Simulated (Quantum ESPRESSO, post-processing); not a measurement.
# germanene, 1 layer: solver and mixing choices, part 3 of 3

Which eigensolver and mixing suits germanene, 1 layer? The physics should not care; the clock does.

Quantum ESPRESSO 7.5; plane-wave DFT, PBE, PseudoDojo norm-conserving pseudopotentials.

So far. Step 9 (SCF with pw.x: cg, local-TF mixing, beta 0.4, history 8): Counted from each run's own zero (the Fermi level), the vacuum level differs from the first run's by +0 meV. Step 10 (SCF with pw.x: ppcg, local-TF mixing, beta 0.4, history …): The message: “iosys (1): PPCG diagonalization not supported anymore (Dec. 2024)”. This release no longer has that solver; david, paro or rmm-davidson serve.

**11. Self-consistent run: paro, local-TF mixing, beta 0.4, history 8**

File c9.in:

```
&control
  prefix = 'c9'
  outdir = './out'
  pseudo_dir = './pseudo'
  calculation = 'scf'
  tprnfor = .true.
/
&system
  ibrav = 0
  nat = 2
  ntyp = 1
  ecutwfc = 70
  ecutrho = 280
  occupations = 'smearing'
  smearing = 'fd'
  degauss = 0.004
  assume_isolated = 'esm'
  esm_bc = 'bc1'
/
&electrons
  conv_thr = 1e-07
  mixing_beta = 0.4
  electron_maxstep = 80
  mixing_mode = 'local-TF'
  diagonalization = 'paro'
  mixing_ndim = 8
/
ATOMIC_SPECIES
  Ge  72.6300  Ge.dojo-sr-pbe-0.4.1-standard.upf
CELL_PARAMETERS angstrom
  4.06000000000000 0.00000000000000 0.00000000000000
  -2.03000000000000 3.51606313936482 0.00000000000000
  0.00000000000000 0.00000000000000 17.69000000000000
ATOMIC_POSITIONS crystal
  Ge  0.666666666667 0.333333333333 -0.019502543810
  Ge  0.333333333333 0.666666666667 0.019502543810
K_POINTS automatic
  6 6 1 0 0 0
```

Run with:

```bash
> OMP_NUM_THREADS=1 mpirun -n 4 pw.x -nk 2 -in c9.in > c9.out
```

Log:

```text
[banner, memory and clock lines left out]
Program PWSCF v.7.5 starts
[...]
Message from routine setup:
[...]
number of electrons       =        28.00
     number of Kohn-Sham states=           18
     kinetic-energy cutoff     =      70.0000  Ry
     charge density cutoff     =     280.0000  Ry
[...]
number of k points=     7  Fermi-Dirac smearing, width (Ry)=  0.0040
[...]
Dense  grid:   134837 G-vectors     FFT dimensions: (  45,  45, 180)
[...]
negative rho (up, down):  2.528E-05 0.000E+00
     Starting wfcs are   18 randomized atomic wfcs
[...]
estimated scf accuracy    <       0.03822587 Ry
[...]
estimated scf accuracy    <       0.02338053 Ry
[...]
estimated scf accuracy    <       0.00298377 Ry
[...]
estimated scf accuracy    <       0.00229009 Ry
[...]
estimated scf accuracy    <       0.00071453 Ry
[...]
negative rho (up, down):  8.453E-04 0.000E+00
[...]
estimated scf accuracy    <       0.00046923 Ry
[...]
negative rho (up, down):  2.380E-03 0.000E+00
[...]
estimated scf accuracy    <       0.00022442 Ry
[...]
negative rho (up, down):  1.792E-03 0.000E+00
[...]
estimated scf accuracy    <       0.00003165 Ry
[...]
negative rho (up, down):  7.280E-05 0.000E+00
[...]
estimated scf accuracy    <       0.00001025 Ry
[...]
negative rho (up, down):  4.715E-05 0.000E+00
[...]
estimated scf accuracy    <       0.00000059 Ry
[...]
the Fermi energy is    -4.4609 ev
!    total energy              =    -357.21034691 Ry
     estimated scf accuracy    <       0.00000010 Ry
     smearing contrib. (-TS)   =      -0.00061783 Ry
     internal energy E=F+TS    =    -357.20972907 Ry
[...]
one-electron contribution =      70.61268235 Ry
     hartree contribution      =     -30.27225361 Ry
     xc contribution           =     -87.13293497 Ry
     ewald contribution        =    -310.41722283 Ry
     convergence has been achieved in  11 iterations
[...]
Total force =     0.002537     Total SCF correction =     0.000773
[...]
```

Run time: 75 s. Hardware: 4 MPI ranks of Arm Neoverse V1, shared host; peak memory 0.43 GiB; 5 min of CPU time.

Read from the output:

```
Fermi energy                                                   : -4.461 eV
valence top, on the run's zero                                 : -4.461 eV
conduction bottom, on the run's zero                           : -4.461 eV
gap by band count                                              : 6.05e-9 eV
vacuum line at the lower end of the cell, over the Fermi level : 4.461 eV
vacuum line at the upper end of the cell, over the Fermi level : 4.461 eV
```

The program's own clock; routines nest. Time by routine:

```
     routine  wall time (s)  calls
       PWSCF          74.53      1
   electrons          73.71      1
     c_bands             67     12
      paro_k          58.87     48
       h_psi          48.94   2041
    vloc_psi          44.79   2041
        fftw           43.4  24070
     mix_rho           4.02     12
        ffts           2.48   1038
      calbec           2.06   2057
h_psi:calbec           2.03   2041
  add_vuspsi           1.98   2041
    sum_band            1.9     12
    v_of_rho           0.71     12
```

By band count these two levels touch or overlap: there is no gap, and they are no band edges.

Counted from each run's own zero (the Fermi level), the vacuum level differs from the first run's by -2 meV.

**12. Self-consistent run: rmm-davidson, local-TF mixing, beta 0.4, history 8**

c10.in is the input of step 11 with these lines changed:

```diff
@@ -1,3 +1,3 @@
 &control
-  prefix = 'c9'
+  prefix = 'c10'
   outdir = './out'
@@ -24,3 +24,3 @@
   mixing_mode = 'local-TF'
-  diagonalization = 'paro'
+  diagonalization = 'rmm-davidson'
   mixing_ndim = 8
```

Run with:

```bash
> OMP_NUM_THREADS=1 mpirun -n 4 pw.x -nk 2 -in c10.in > c10.out
```

Log:

```text
[banner, memory and clock lines left out]
Program PWSCF v.7.5 starts
[...]
Message from routine setup:
[...]
number of electrons       =        28.00
     number of Kohn-Sham states=           18
     kinetic-energy cutoff     =      70.0000  Ry
     charge density cutoff     =     280.0000  Ry
[...]
number of k points=     7  Fermi-Dirac smearing, width (Ry)=  0.0040
[...]
Dense  grid:   134837 G-vectors     FFT dimensions: (  45,  45, 180)
[...]
negative rho (up, down):  2.528E-05 0.000E+00
     Starting wfcs are   18 randomized atomic wfcs
[...]
estimated scf accuracy    <       0.03648765 Ry
[...]
estimated scf accuracy    <       0.02263172 Ry
[...]
estimated scf accuracy    <       0.00275621 Ry
[...]
estimated scf accuracy    <       0.00222876 Ry
[...]
estimated scf accuracy    <       0.00075085 Ry
[...]
negative rho (up, down):  1.048E-08 0.000E+00
[...]
estimated scf accuracy    <       0.00036789 Ry
[...]
negative rho (up, down):  2.959E-03 0.000E+00
[...]
estimated scf accuracy    <       0.00017561 Ry
[...]
negative rho (up, down):  1.637E-03 0.000E+00
[...]
estimated scf accuracy    <       0.00008077 Ry
[...]
negative rho (up, down):  4.659E-04 0.000E+00
[...]
estimated scf accuracy    <       0.00000712 Ry
[...]
negative rho (up, down):  1.266E-04 0.000E+00
[...]
estimated scf accuracy    <       0.00000604 Ry
[...]
negative rho (up, down):  1.564E-05 0.000E+00
[...]
estimated scf accuracy    <       0.00000164 Ry
[...]
negative rho (up, down):  5.589E-06 0.000E+00
[...]
estimated scf accuracy    <       0.00000014 Ry
[...]
the Fermi energy is    -4.4639 ev
!    total energy              =    -357.21034691 Ry
     estimated scf accuracy    <       0.00000003 Ry
     smearing contrib. (-TS)   =      -0.00061783 Ry
     internal energy E=F+TS    =    -357.20972908 Ry
[...]
one-electron contribution =      70.61089330 Ry
     hartree contribution      =     -30.27061224 Ry
     xc contribution           =     -87.13278731 Ry
     ewald contribution        =    -310.41722283 Ry
     convergence has been achieved in  13 iterations
[...]
Total force =     0.002499     Total SCF correction =     0.000197
[...]
```

It took 25 s on 4 MPI ranks; peak memory 0.45 GiB; 99 s of CPU time.

Read from the output:

| Item | Value |
| --- | --- |
| Fermi energy | -4.464 eV |
| valence top, on the run's zero | -4.464 eV |
| conduction bottom, on the run's zero | -4.464 eV |
| vacuum line at the lower end of the cell, over the Fermi level | 4.464 eV |
| vacuum line at the upper end of the cell, over the Fermi level | 4.464 eV |

The program's own clock; routines nest. Time by routine:

```csv
routine,wall time (s),calls
PWSCF,24.3,1
electrons,23.48,1
c_bands,15.42,14
fftw,13.07,7248
h_psi,13.06,353
vloc_psi,12.07,353
mix_rho,4.96,14
crmmdiagg,4.43,36
wfcrot,3.2,40
ffts,3.06,1284
sum_band,2.19,14
v_of_rho,0.83,14
init_run,0.6,1
calbec,0.5,369
```

By band count these two levels touch or overlap: there is no gap, and they are no band edges.

Counted from each run's own zero (the Fermi level), the vacuum level differs from the first run's by +1 meV.

**13. The series side by side**

All levels:

```
                                             level  vacuum level over the Fermi level (eV)  its change from the first (meV)  energy from the first (meV an atom)  SCF iterations  wall time (s)  peak memory (GiB)  CPU time (s)
       david, local-TF mixing, beta 0.4, history 8                                   4.463                                0                                    0              14          31.04               0.44         123.9
          david, plain mixing, beta 0.4, history 8                                   4.463                              0.5                              8.16e-4              26          35.48               0.42         141.6
          david, plain mixing, beta 0.7, history 8                                   4.463                              0.6                              2.04e-4               8          19.87               0.39         79.12
             david, TF mixing, beta 0.4, history 8                                   4.464                              0.8                              2.04e-4              24          37.57                0.4         149.9
       david, local-TF mixing, beta 0.7, history 8                                   4.463                                0                              6.80e-5              13          29.54               0.41         117.9
       david, local-TF mixing, beta 0.2, history 8                                   4.462                             -0.6                                    0              18          36.47               0.44         145.6
       david, local-TF mixing, beta 0.4, history 4                                   4.466                              3.5                              6.80e-5              14          29.96               0.41         119.5
          cg, local-TF mixing, beta 0.4, history 8                                   4.463                              0.4                             -6.80e-5              12          25.35                0.4         101.1
        paro, local-TF mixing, beta 0.4, history 8                                   4.461                               -2                             -6.80e-5              11          75.07               0.43         299.9
rmm-davidson, local-TF mixing, beta 0.4, history 8                                   4.464                                1                             -6.80e-5              13          24.84               0.45         99.05
```

**14. Summary of results**

| Property | Result |
| --- | --- |
| fastest | david, plain mixing, beta 0.7, history 8: 20 s, 8 iterations |
| slowest that converged | paro, local-TF mixing, beta 0.4, history 8: 75 s, 11 iterations |
| fewest iterations | david, plain mixing, beta 0.7, history 8: 8 |
| largest change of the vacuum level | 3 meV |

What this shows: The fastest choice is david, plain mixing, beta 0.7, history 8: 20 s, 8 iterations. The converged runs took 8 to 26 iterations and agree within 6 meV in the vacuum level; counts also move with the parallel layout and the random start, so differences of a few iterations rank nothing. Refused or stopped by an error: ppcg, local-TF mixing, beta 0.4, history 8. The times come from a shared host and are rough. Peak memory is sampled during the run and can miss the peak. The geometry is as built, not relaxed.

[Logs are printed without paths, hosts, clocks, repeated set-up lines and the standing remarks that a program may print on its own settings, such as how far it seeks lower states.]

[Hosts, paths, dates, database ids (printed as entryN), source tags and the programs' standing remarks are cut or masked in the printed files.]

[Maps of the electrostatic potential energy from Ansatz leave out the sawtooth potential of an applied field or a dipole correction, so their vacuum need not be flat; planar profiles and work functions include it.]
